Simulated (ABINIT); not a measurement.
# Calculated records

```
A GW chain in ABINIT: SrTiO3 (Tausonite)
1.0
     3.90528    0.00000    0.00000
     0.00000    3.90528    0.00000
     0.00000    0.00000    3.90528
Sr Ti O
1 1 3
Direct
  0.50000 0.50000 0.50000
  0.00000 0.00000 0.00000
  0.50000 0.00000 0.00000
  0.00000 0.50000 0.00000
  0.00000 0.00000 0.50000
# method: RPA screening on PBE, plane waves, norm-conserving pseudopotentials (and 2 further levels or steps)
# program: ABINIT 10.8.3
# settings: cutoff 38 Ha, PseudoDojo scalar-relativistic 0.4.1 standard, norm-conserving, ngkpt (4, 4, 4), nband 116, ecuteps 5 Ha, inclvkb 2, shiftk (0, 0, 0), symchi 1, awtr 1, frequency ppm, 4×4×4 k-mesh
# cost: 4 runs, 2.7 min in all on 8 MPI ranks of Arm Neoverse V2, shared host
# notes: The program’s warnings: nkpt*nsppol () is not a multiple of nproc spkpt (). The cell and positions come from the Crystallography Open Database and are kept as given unless a step says otherwise. Limits: no spin-orbit coupling. The 4×4×4 mesh is coarse for this cell, which bears on the long-range parts of exchange and screening.
# PBE gap: 1.91 eV, indirect
# G0W0 gap on the mesh: 3.50 eV
# GW settings: 4×4×4 mesh, 116 bands, screening to 136.1 eV, Godby-Needs plasmon pole
# known limits: short of the basis limit; no spin-orbit coupling; coarse k mesh
```

[Long decimals in the printed logs are rounded to 6 places.]

[Logs are printed without paths, hosts, clocks, repeated set-up lines and the standing remarks that a program may print on its own settings, such as how far it seeks lower states.]

[Paths, hosts, dates, memory and timing lines, banners, echoed tables and standing remarks are left out of the program output; an Ansatz launch command may be rebuilt from the run's recorded settings. Measured values are a selection of at most five: reports struck by readers or far from the other reports are left out. None is set beside runs whose start may be inverted or whose files or cutoffs have a known fault.]

[Runs of the session that timed out or met a known fault of the program may be left out.]

[Hosts, paths, dates, database ids (printed as entryN), source tags and the programs' standing remarks are cut or masked in the printed files.]

[G0W0 gaps are taken among the corrected bands and points alone; a level outside them can change the order at an edge.]

[Where Ansatz stands beside ABINIT at settings called matched, ABINIT's density can come from a denser mesh and the files from another edition; pairs whose starting gaps differed by over 0.03 eV were left out, so agreement reads better than it is.]
